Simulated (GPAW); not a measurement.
# linear Re chain, spacing 2.672 A: cost and accuracy of the smearing, part 2 of 2

Wanted: the cheapest choice of the smearing that holds the magnetic results of linear Re chain, spacing 2.672 A.

GPAW 26.7.0; PBE; plane waves with GPAW's PAW setups, scalar-relativistic.

So far, largest spin moment in the augmentation sphere (μB): step 2 (rung 1 (width 0.4 eV), start ferro +) 1.91; step 5 (rung 2 (width 0.2 eV), start antiferro q=(0,0,1/2) +-) 2.72; step 6 (rung 3 (width 0.1 eV), start ferro +) 2.42; step 7 (rung 3 (width 0.1 eV), start antiferro q=(0,0,1/2) +-) 2.73; step 8 (rung 4 (width 0.05 eV), start ferro +) 2.42.

## 9. Rung 4 (width 0.05 eV), start antiferro q=(0,0,1/2) +-

order2.py reads:

```python
import json
import numpy as np
from ase import Atoms
from ase.parallel import paropen, parprint
from gpaw import GPAW

atoms = Atoms(['Re', 'Re'],
    cell=[[12.0, 0.0, 0.0],
         [0.0, 12.0, 0.0],
         [0.0, 0.0, 5.344]],
    scaled_positions=[[0.5, 0.5, 0.0],
         [0.5, 0.5, 0.5]],
    pbc=True,
    magmoms=[1.0, -1.0])
atoms.calc = GPAW(mode={'name': 'pw', 'ecut': 550},
    xc='PBE',
    kpts={'size': (1, 1, 5), 'gamma': True},
    occupations={'name': 'fermi-dirac', 'width': 0.05},
    convergence={'density': 1e-05, 'energy': 1e-05},
    maxiter=200,
    symmetry={'tolerance': 1e-4},
    txt='order2.txt')
e = atoms.get_potential_energy(force_consistent=True)
res = {'free_energy': e, 'energy_sigma0': atoms.get_potential_energy(), 'fermi_energy': atoms.calc.get_fermi_level()}
res['moments'] = atoms.get_magnetic_moments().tolist()
res['total'] = atoms.get_magnetic_moment()
parprint('site moments (muB):', np.round(res['moments'], 3))
parprint(f"total moment: {res['total']:.3f} muB")
parprint(f'free energy: {e:.6f} eV')
atoms.calc.write('order2.gpw')
with paropen('results.json', 'w') as f:
    json.dump(res, f)
```

Started as:

```sh
> OMP_NUM_THREADS=1 python3 order2.py > order2.log
```

What it wrote:

```text
site moments (muB): [ 2.73 -2.73]
total moment: -0.000 muB
free energy: -11.930008 eV

--- order2.txt ---
Input parameters:
  mode=PW(ecut=550),
  convergence={'density': 1e-05, 'energy': 1e-05},
  kpts=MonkhorstPack(size=(1, 1, 5), gamma=True),
  maxiter=200,
  occupations=Occupations(name='fermi-dirac', width=0.05),
  symmetry=Symmetry(tolerance=0.0001),
  xc=XC(name='PBE')

Diagonalizing LCAO Hamiltonian
[...]
|          6 |        -8.181 |     1.000 |        -8.181 |     1.000 |
|          7 |        -5.981 |     1.000 |        -5.981 |     1.000 |
[...]
|         16 |        -1.738 |     0.000 |        -1.738 |     0.000 |
|         17 |        -1.480 |     0.000 |        -1.480 |     0.000 |
|         18 |        -1.480 |     0.000 |        -1.480 |     0.000 |
|         19 |        -0.369 |     0.000 |        -0.369 |     0.000 |

No gap
No difference between direct/indirect transitions


[key lines of the parts left out:]
Free energy:     -11.930008
Converged in 15 steps
dipole moment: (-0.000002, -0.000002, -18.220975)  # |e|*Ang
Fermi level: -3.584
```

Wall time 26 s (1 MPI rank of AMD EPYC 9R45, shared host); peak memory 0.58 GiB.

Read from the output:

| Property | Result |
| --- | --- |
| magnetization | 0 μB |
| final state | antiferromagnetic |
| largest moment | 2.730 μB |

This start lies -278.8 meV a seeded atom from the first, a change of +9.3 meV since rung 3; its largest moment is 2.73 μB.

## 10. Rung 5 (width 0.02 eV), start ferro +

order1.py reads:

```python
import json
import numpy as np
from ase import Atoms
from ase.parallel import paropen, parprint
from gpaw import GPAW

atoms = Atoms(['Re'],
    cell=[[12.0, 0.0, 0.0],
         [0.0, 12.0, 0.0],
         [0.0, 0.0, 2.672]],
    scaled_positions=[[0.5, 0.5, 0.0]],
    pbc=True,
    magmoms=[1.0])
atoms.calc = GPAW(mode={'name': 'pw', 'ecut': 550},
    xc='PBE',
    kpts={'size': (1, 1, 10), 'gamma': True},
    occupations={'name': 'fermi-dirac', 'width': 0.02},
    convergence={'density': 1e-05, 'energy': 1e-05},
    maxiter=200,
    symmetry={'tolerance': 1e-4},
    txt='order1.txt')
e = atoms.get_potential_energy(force_consistent=True)
res = {'free_energy': e, 'energy_sigma0': atoms.get_potential_energy(), 'fermi_energy': atoms.calc.get_fermi_level()}
res['moments'] = atoms.get_magnetic_moments().tolist()
res['total'] = atoms.get_magnetic_moment()
parprint('site moments (muB):', np.round(res['moments'], 3))
parprint(f"total moment: {res['total']:.3f} muB")
parprint(f'free energy: {e:.6f} eV')
atoms.calc.write('order1.gpw')
with paropen('results.json', 'w') as f:
    json.dump(res, f)
```

Started as:

```sh
> OMP_NUM_THREADS=1 python3 order1.py > order1.log
```

What it wrote:

```text
site moments (muB): [2.425]
total moment: 3.200 muB
free energy: -5.679386 eV

--- order1.txt ---
Input parameters:
  mode=PW(ecut=550),
  convergence={'density': 1e-05, 'energy': 1e-05},
  kpts=MonkhorstPack(size=(1, 1, 10), gamma=True),
  maxiter=200,
  occupations=Occupations(name='fermi-dirac', width=0.02),
  symmetry=Symmetry(tolerance=0.0001),
  xc=XC(name='PBE')

Diagonalizing LCAO Hamiltonian
[...]
|          3 |        -8.631 |     1.000 |        -7.864 |     1.000 |
|          4 |        -6.172 |     1.000 |        -4.130 |     1.000 |
[...]
|          8 |        -2.393 |     0.000 |        -1.227 |     0.000 |
|          9 |        -2.129 |     0.000 |        -0.962 |     0.000 |
|         10 |        -2.129 |     0.000 |        -0.962 |     0.000 |
|         11 |         0.353 |     0.000 |         0.483 |     0.000 |

No gap
No difference between direct/indirect transitions


[key lines of the parts left out:]
Free energy:      -5.679386
Converged in 19 steps
dipole moment: (-0.000001, -0.000001, -9.128548)  # |e|*Ang
Fermi level: -3.937
```

Wall time 16 s (1 MPI rank); peak memory 0.36 GiB.

Numbers from this step:

* magnetization: 3.200 μB
* final state: ferromagnetic
* largest moment: 2.425 μB

The largest moment is that of rung 4, at 1.2 times its CPU time.

## 11. Rung 5 (width 0.02 eV), start antiferro q=(0,0,1/2) +-

order2.py is the script of step 9 with these lines changed:

```diff
@@ -17,3 +17,3 @@
     kpts={'size': (1, 1, 5), 'gamma': True},
-    occupations={'name': 'fermi-dirac', 'width': 0.05},
+    occupations={'name': 'fermi-dirac', 'width': 0.02},
     convergence={'density': 1e-05, 'energy': 1e-05},
```

Started as:

```sh
> OMP_NUM_THREADS=1 python3 order2.py > order2.log
```

What it wrote:

```text
site moments (muB): [ 2.73 -2.73]
total moment: 0.000 muB
free energy: -11.903016 eV

--- order2.txt ---
Input parameters:
  mode=PW(ecut=550),
  convergence={'density': 1e-05, 'energy': 1e-05},
  kpts=MonkhorstPack(size=(1, 1, 5), gamma=True),
  maxiter=200,
  occupations=Occupations(name='fermi-dirac', width=0.02),
  symmetry=Symmetry(tolerance=0.0001),
  xc=XC(name='PBE')

Diagonalizing LCAO Hamiltonian
[...]
|          6 |        -8.181 |     1.000 |        -8.181 |     1.000 |
|          7 |        -5.981 |     1.000 |        -5.981 |     1.000 |
[...]
|         16 |        -1.738 |     0.000 |        -1.738 |     0.000 |
|         17 |        -1.480 |     0.000 |        -1.480 |     0.000 |
|         18 |        -1.480 |     0.000 |        -1.480 |     0.000 |
|         19 |        -0.369 |     0.000 |        -0.369 |     0.000 |

No gap
No difference between direct/indirect transitions


[key lines of the parts left out:]
Free energy:     -11.903016
Converged in 15 steps
dipole moment: (-0.000002, -0.000002, -18.220933)  # |e|*Ang
Fermi level: -3.617
```

Wall time 26 s (1 MPI rank); peak memory 0.58 GiB.

Read from the output:

- magnetization: 0 μB
- final state: antiferromagnetic
- largest moment: 2.730 μB

This start lies -272.1 meV a seeded atom from the first, a change of +6.7 meV since rung 4; its largest moment is 2.73 μB.

## 12. An attempt with other settings

A slip in the input shows what the program catches and what it lets pass.

run.py reads:

```python
import json
import numpy as np
from ase import Atoms
from ase.parallel import paropen, parprint
from gpaw import GPAW

atoms = Atoms(['Re'],
    cell=[[12.0, 0.0, 0.0],
         [0.0, 12.0, 0.0],
         [0.0, 0.0, 2.672]],
    scaled_positions=[[0.5, 0.5, 0.0]],
    pbc=True,
    magmoms=[1.0])
atoms.calc = GPAW(mode={'name': 'pw', 'ecut': 550},
    xc='PBE',
    kpts={'size': (1, 1, 10), 'gamma': True},
    occupations={'name': 'fermi-dirac', 'width': 0.05},
    convergence={'density': 1e-05, 'energy': 1e-05},
    maxiter=75,
    mixer={'name': 'pulay', 'beta': 0.002, 'nmaxold': 1, 'weight': 100},
    symmetry={'tolerance': 1e-4},
    txt='run.txt')
e = atoms.get_potential_energy(force_consistent=True)
res = {'free_energy': e, 'energy_sigma0': atoms.get_potential_energy(), 'fermi_energy': atoms.calc.get_fermi_level()}
res['moments'] = atoms.get_magnetic_moments().tolist()
res['total'] = atoms.get_magnetic_moment()
parprint('site moments (muB):', np.round(res['moments'], 3))
parprint(f"total moment: {res['total']:.3f} muB")
parprint(f'free energy: {e:.6f} eV')
atoms.calc.write('run.gpw')
with paropen('results.json', 'w') as f:
    json.dump(res, f)
```

Started as:

```sh
> OMP_NUM_THREADS=1 python3 run.py > run.log
```

What it wrote:

```text
gpaw.KohnShamConvergenceError

--- run.txt ---
Input parameters:
  mode=PW(ecut=550),
  convergence={'density': 1e-05, 'energy': 1e-05},
  kpts=MonkhorstPack(size=(1, 1, 10), gamma=True),
  maxiter=75,
  mixer=Pulay(name='pulay', nmaxold=1, beta=0.002, weight=100, sigma=0.015, g_ss=None),
  occupations=Occupations(name='fermi-dirac', width=0.05),
  symmetry=Symmetry(tolerance=0.0001),
  xc=XC(name='PBE')

Diagonalizing LCAO Hamiltonian
Converting LCAO to pw mode
        .----------------------------.
       /|                            |
      / |                            |
     /  .----------------------------.
    /  /                            /
   /  /                            /
  /  /                            /
 *  /              Re            /
 | /                            /
 |/                            /
 *----------------------------*

Atoms  # Å, Bohr magnetons
|   | symbol |        x |        y |        z |    initial magnetic moments |
|---|--------|----------|----------|----------|-----------------------------|
| 0 |     Re | 6.000000 | 6.000000 | 0.000000 | ( 0.0000,  0.0000,  1.0000) |

Number of symmetries: 16

BZ-sampling:
  Number of BZ points: 10
  Number of IBZ points: 6

  Monkhorst-Pack size: [1, 1, 10]
  Monkhorst-Pack shift: [0.0, 0.0, 0.05]

Plane wave coefficients: 11322
Cutoff: 550.0 eV

Spin-components: 2 (collinear spins)
Bands:           12
Projectors:      6
Spin-degeneracy: 1
Datatype:        complex128

Parallelization:
  kpt:    1
  domain: 1
  band:   1

Density:
  Valence electrons: 13.0
  Components: 2
  Grid points: [70 70 15]
  Charge: 0.0  # |e|

Potential:
  Grid points: [70 70 15]

[... setups left out ...]
Reference energy: -453687.555516  # eV

convergence criteria:
- Maximum integral of absolute [dens]ity change: 1e-05 electrons / valence electron
- Maximum [total energy] change in last 3 cyles: 1e-05 eV / valence electron
- Maximum integral of absolute [eigenst]ate change: 4e-08 eV^2 / valence electron
maximum number of iterations: 75

SCF iterations
|iter     |      energy | eigst |  dens |  magmom |
|---------|-------------|-------|-------|---------|
|iter:   1|       0s |   -5.174135 | -0.10 |       |  +1.0011|
|iter:   2|       1s |   -5.179037 | -1.49 | -1.02 |  +1.0018|
|iter:   3|       2s |   -5.178434 | -2.47 | -1.02 |  +1.0025|
|iter:   4|       3s |   -5.177499 | -3.24 | -1.02 |  +1.0033|
|iter:   5|       3s |   -5.176525 | -3.90 | -1.02 |  +1.0040|
|iter:   6|       4s |   -5.175552 | -4.59 | -1.02 |  +1.0047|
[...]
[... 55 iterations left out ...]
[...]
|iter:  72|      54s |   -5.128815 | -6.60 | -1.08 |  +1.0585|
|iter:  73|      55s |   -5.128326 | -6.61 | -1.08 |  +1.0594|
|iter:  74|      55s |   -5.127842 | -6.61 | -1.08 |  +1.0603|
|iter:  75|      56s |   -5.127363 | -6.61 | -1.08 |  +1.0612|
```

It took 58 s on 1 MPI rank; peak memory 0.31 GiB.

No converged result was reached; the numbers in the log don't describe the system.

The fault put into the input: mixing far too weak.

Each cycle moves so little that the limit comes first; a larger step or a mixer with history is the cure.

## 13. Side by side

Ladder, by row:

```csv
rung,smearing (eV),state from the first start,state from the second start,second less first (meV a seeded atom),"moment, first (μB)","moment, second (μB)",CPU time (s)
1,0.4,ferromagnetic,antiferromagnetic,-198.6,1.913,2.511,47.81
2,0.2,ferromagnetic,antiferromagnetic,-284.8,2.392,2.719,43
3,0.1,ferromagnetic,antiferromagnetic,-288.1,2.422,2.73,40.45
4,0.05,ferromagnetic,antiferromagnetic,-278.8,2.424,2.73,39.69
5,0.02,ferromagnetic,antiferromagnetic,-272.1,2.425,2.73,42.02
```

## 14. Summary of results

```json
{"range of the moment in the table, second start": "2.51 to 2.73 μB", "range of CPU time": "40 s to 48 s", "range of the energy difference": "-288 to -199 meV a seeded atom", "first rung from which all stay within 14 meV of the last": "4"}
```

From rung 4 on the result stays within 6.7 meV of the last rung, inside the margin of 14 meV set for it, at 94 % of the last rung's cost. The second start ends lower on every rung of the table; whether functional and cell give the true order is another question. The mesh stays the same, and a narrow smearing needs a finer one, so the last rung is no sure reference.

[Logs and program files are shortened in this print: banners, set-up blocks, solver, clock and traceback lines can be left out without a mark of their own.]

[Logs are printed without paths, hosts, clocks, repeated set-up lines and the standing remarks that a program may print on its own settings, such as how far it seeks lower states.]

[Hosts, paths, dates, database ids (printed as entryN), source tags and the programs' standing remarks are cut or masked in the printed files.]

[Where a cell is said to come from a database of computed structures, the database is the Materials Project.]
